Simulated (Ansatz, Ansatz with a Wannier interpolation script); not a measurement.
# YVO4 (I4_1/amd): quasiparticle bands by Wannier interpolation, part 2 of 2

Aim: the G0W0 bands of YVO4 (I4_1/amd) along the symmetry lines, with the gap off the mesh.

Ansatz 0.2.0; LDA, Wannier functions and G0W0, plane waves, PAW. Known limits of the many-body steps: not at the basis limit; no spin polarisation; no spin-orbit coupling.

So far. Step 3 (Wannier functions (O:2p V:3d) on 8×8×8): Near the gap the model misses directly solved bands by 0.3 meV r.m.s. and by 5 meV at most in the window tested. This tests the starting bands, not the corrections carried with them. Step 4 (G0W0 at every point of the mesh: 4×4×4 mesh, 659 empty …): The gap on the mesh goes from 2.90 eV to 5.17 eV, a correction of +2.28 eV.

## 5. Interpolating the corrections (continued)

Levels solved directly plus the interpolated quasiparticle correction. Limits: finite bands, cutoff and mesh; no spin polarisation; no spin-orbit coupling. Quasiparticle bands along the path, in eV, zero at the valence-band top of each set:

```
     point  band 45  band 46  band 47  band 48  band 49  band 50  band 51  band 52
         Γ    -0.40    -0.39    -0.39     0.00     5.17     6.09     6.26     6.27
   halfway    -0.58    -0.54    -0.39    -0.14     5.44     6.07     6.14     6.36
         X    -0.81    -0.81    -0.39    -0.39     6.00     6.00     6.14     6.14
   halfway    -0.80    -0.80    -0.54    -0.54     6.06     6.06     6.22     6.22
         M    -0.84    -0.84    -0.58    -0.58     6.11     6.11     6.34     6.34
   halfway    -0.73    -0.63    -0.45    -0.29     5.70     6.06     6.11     6.41
         Γ    -0.40    -0.39    -0.39     0.00     5.17     6.09     6.26     6.27
   halfway    -0.90    -0.16    -0.16    -0.10     5.86     6.08     6.18     6.25
         Z    -0.89    -0.89    -0.50    -0.50     6.11     6.13     6.24     6.40
jump to Z0    -0.89    -0.89    -0.50    -0.50     6.11     6.13     6.24     6.40
   halfway    -0.86    -0.86    -0.56    -0.56     6.10     6.12     6.30     6.38
         M    -0.84    -0.84    -0.58    -0.58     6.11     6.11     6.34     6.34
 jump to X    -0.81    -0.81    -0.39    -0.39     6.00     6.00     6.14     6.14
   halfway    -0.83    -0.83    -0.36    -0.36     6.08     6.08     6.18     6.18
         P    -0.92    -0.92    -0.35    -0.35     6.19     6.19     6.20     6.20
   halfway    -0.89    -0.65    -0.36    -0.21     6.09     6.17     6.18     6.20
         N    -0.88    -0.82    -0.17    -0.13     6.03     6.16     6.18     6.20
   halfway    -0.58    -0.40    -0.25    -0.05     5.54     6.11     6.24     6.25
         Γ    -0.40    -0.39    -0.39     0.00     5.17     6.09     6.26     6.27
```

The same for LDA:

```csv
point,band 45,band 46,band 47,band 48,band 49,band 50,band 51,band 52
Γ,-0.41,-0.40,-0.40,0.00,2.90,3.64,3.86,3.93
X,-0.79,-0.79,-0.37,-0.37,3.62,3.62,3.80,3.80
M,-0.82,-0.82,-0.57,-0.57,3.68,3.68,3.98,3.98
Γ,-0.41,-0.40,-0.40,0.00,2.90,3.64,3.86,3.93
Z,-0.86,-0.86,-0.49,-0.49,3.68,3.72,3.90,4.03
Z0,-0.86,-0.86,-0.49,-0.49,3.68,3.72,3.90,4.03
M,-0.82,-0.82,-0.57,-0.57,3.68,3.68,3.98,3.98
X,-0.79,-0.79,-0.37,-0.37,3.62,3.62,3.80,3.80
P,-0.88,-0.88,-0.32,-0.32,3.81,3.81,3.84,3.84
N,-0.89,-0.78,-0.16,-0.15,3.69,3.80,3.80,3.83
Γ,-0.41,-0.40,-0.40,0.00,2.90,3.64,3.86,3.93
```

Minima of the lowest conduction band, from levels solved directly at the displaced points, plus the interpolated correction; masses are left empty at degenerate points, on flat bands and where the interpolated correction rules the curvature; G0W0 masses are rough. Conduction valleys, by row:

```
point  k (reciprocal lattice)  valleys in the zone  G0W0 level above the valence top (eV)  LDA level above the valence top (eV)  G0W0 principal masses (m_e)  LDA principal masses (m_e)
    Γ       0.000 0.000 0.000                    1                                  5.175                                 2.896            0.844 1.432 1.432           0.857 1.269 1.269
    -     -0.280 -0.280 0.280                    2                                  6.059                                 3.737                            -                           -
```

Second differences of levels solved directly at the displaced points, plus the interpolated correction, at the quasiparticle band edges; no spin-orbit coupling; left empty where the band is flat or the interpolated correction rules the curvature. Effective masses, by row:

```csv
carrier,point,Cartesian direction,band,LDA mass (m_e),G0W0 mass (m_e)
hole,Γ,100,48,2.699,2.928
hole,Γ,010,48,2.699,2.928
hole,Γ,110,48,2.375,2.551
hole,Γ,111,48,4.187,4.408
electron,Γ,100,49,1.252,1.411
electron,Γ,010,49,1.252,1.411
electron,Γ,001,49,0.853,0.841
electron,Γ,110,49,1.324,1.504
electron,Γ,111,49,1.081,1.149
```

The density of states has structure finer than the step of the table below, so its rows give means over 0.5 eV, whole bins alone (the curve runs from -5 to 7.4 eV). Peaks (eV: height): G0W0 -3.60: 17.9, -3.00: 14.1, -2.00: 18.3, -1.00: 14.0, 6.20: 19.0; LDA -3.70: 17.3, -3.00: 13.0, -2.00: 16.5, -1.00: 14.4, 3.80: 19.0, 5.40: 11.2.

Wannier model on a dense mesh, Gaussian width 0.15 eV. Limits: finite bands, cutoff and mesh; no spin polarisation; no spin-orbit coupling. Density of states against energy, zero at the valence-band top of each set; means over each step; values in states/eV/cell:

```csv
energy (eV),G0W0,LDA
-4.5,0.0206,0.136
-4.0,4.79,7.64
-3.5,15.6,14.1
-3.0,12.6,11.6
-2.5,10.8,11.2
-2.0,15.2,14.2
-1.5,10.3,9.71
-1.0,12.6,12.8
-0.5,10.9,11.3
0.0,3.21,3.30
0.5,0.00492,0.00502
1.0,0,0
1.5,0,0
2.0,0,0
2.5,0,0.00400
3.0,0,0.491
3.5,0,7.02
4.0,0,8.56
4.5,0,4.13
5.0,0.0788,7.58
5.5,1.02,9.72
6.0,10.7,2.49
6.5,5.03,0.00438
7.0,5.77,0
```

Corrections by starting level (eV, on the run's own energy scale, so only their differences matter):

```
start  correction
-4.25       −0.44
-3.66       −0.46
-3.53       −0.48
-3.11       −0.49
-2.73       −0.52
-2.35       −0.51
-2.00       −0.55
-1.77       −0.57
-1.22       −0.60
-0.91       −0.61
-0.57       −0.58
-0.16       −0.58
 2.90       +1.71
 3.71       +1.84
 3.98       +1.79
 4.88       +1.74
 5.57       +1.73
```

## 6. LDA+SOC bands, for comparison

Spin-orbit coupling can split or shift the edges; a non-collinear run measures by how much.

This step: DFT, LDA with spin-orbit coupling, plane waves, PAW; PAW set soft_1.

Contents of input.yaml:

```yaml
crystal:
  lattice:
    - [-3.55, 3.55, 3.135]
    - [3.55, -3.55, 3.135]
    - [3.55, 3.55, -3.135]
  atoms:
    - { symbol: "Y", position: [0.0, 0.0, 0.0] }
    - { symbol: "Y", position: [0.75, 0.25, 0.5] }
    - { symbol: V, position: [0.5, 0.5, 0.0] }
    - { symbol: V, position: [0.25, 0.75, 0.5] }
    - { symbol: O, position: [0.5094362024, 0.3255804878, 0.1838557146] }
    - { symbol: O, position: [0.0755804878, 0.3917247732, 0.3161442854] }
    - { symbol: O, position: [0.1417247732, 0.3255804878, 0.8161442854] }
    - { symbol: O, position: [0.0755804878, 0.7594362024, 0.6838557146] }
    - { symbol: O, position: [0.2405637976, 0.9244195122, 0.3161442854] }
    - { symbol: O, position: [0.6744195122, 0.4905637976, 0.8161442854] }
    - { symbol: O, position: [0.6082752268, 0.9244195122, 0.6838557146] }
    - { symbol: O, position: [0.6744195122, 0.8582752268, 0.1838557146] }
kpoints:
  mp_grid: { grid: [4, 4, 4] }
  band_path:
    path:
      - [[0.0, 0.0, 0.0], [0.0, 0.0, 0.5], [-0.5, 0.5, 0.5], [0.0, 0.0, 0.0], [0.44496578, 0.44496578, -0.44496578]]
      - [[-0.44496578, 0.55503422, 0.44496578], [-0.5, 0.5, 0.5]]
      - [[0.0, 0.0, 0.5], [0.25, 0.25, 0.25], [0.0, 0.5, 0.0], [0.0, 0.0, 0.0]]
    npoints: 10
hamiltonian:
  xc: lda
  pseudopotentials: { kind: paw_fr, azcp: { folder: soft_1 }, xc_functional: pbe }
scf:
  occupations: { method: fermi_dirac, width: 0.02 }
  n_extra_bands: 16
magnetization:
  noncollinear: true
  spin_orbit: true
output:
  eigenvalues: true
```

Command:

```
$ ansatz run input.yaml --threads 4 --pin off --max-ram 18432MiB --backend cpu --events-out ev --progress --plain --runs-dir out
```

The job ended after 88 s (4 threads of Arm Neoverse V2, shared host; peak memory 2.1 GiB; 5.8 min of CPU time).

Numbers from this step:

```yaml
filled_bands: 96
gap: 2.895 eV
valence_top_at: k = (0.044, 0.044, -0.044)
conduction_bottom_at: Γ
least_direct_gap: 2.896 eV
```

The gap is that of LDA.

## 7. Summary of results

| Quantity | Value |
| --- | --- |
| LDA gap | 2.90 eV |
| G0W0 gap over the zone | 5.17 eV, direct |
| least direct G0W0 gap, in the model | 5.17 eV |
| with the spin-orbit change | 5.17 eV |
| GW settings | 4×4×4 mesh, 659 empty bands, screening to 150 eV, PAW set soft_1 files |
| known limits | not at the basis limit; no spin polarisation; no spin-orbit coupling |

What this shows: The Wannier model follows the LDA bands to under 1 meV r.m.s. near the gap. The G0W0 gap over the zone is 5.17 eV, direct, from Γ to Γ; on the mesh alone it is 5.17 eV, nearly the same. The valence width in the model goes from 4.25 eV to 4.12 eV. At the band edge the lightest electron mass is 0.85 m_e at the start and 0.84 m_e in G0W0; the G0W0 masses rest on corrections from the 4×4×4 mesh alone and are rough. LDA+SOC gives a gap of 2.89 eV on the same path, a spin-orbit change of −0.0001 eV that would bring the G0W0 gap to 5.17 eV. Bands and cutoff are finite, so the gap is not at the basis limit. The miss can reach some tenths of an eV and take either sign; the mesh is an error of its own. Above the frozen window of the model the interpolated levels need not meet the computed ones, even at points of the mesh. The runs have no spin polarisation. For a closed low-spin shell that is the natural state; where a d or f shell is open it is a constraint, and the gap is then not the crystal's own.

[Paths, hosts, dates, memory and timing lines, banners, echoed tables and standing remarks are left out of the program output.]

[Logs are printed without paths, hosts, clocks, repeated set-up lines and the standing remarks that a program may print on its own settings, such as how far it seeks lower states.]

[Runs of the session that timed out or met a known fault of the program may be left out.]

[Hosts, paths, dates, database ids (printed as entryN), source tags and the programs' standing remarks are cut or masked in the printed files.]
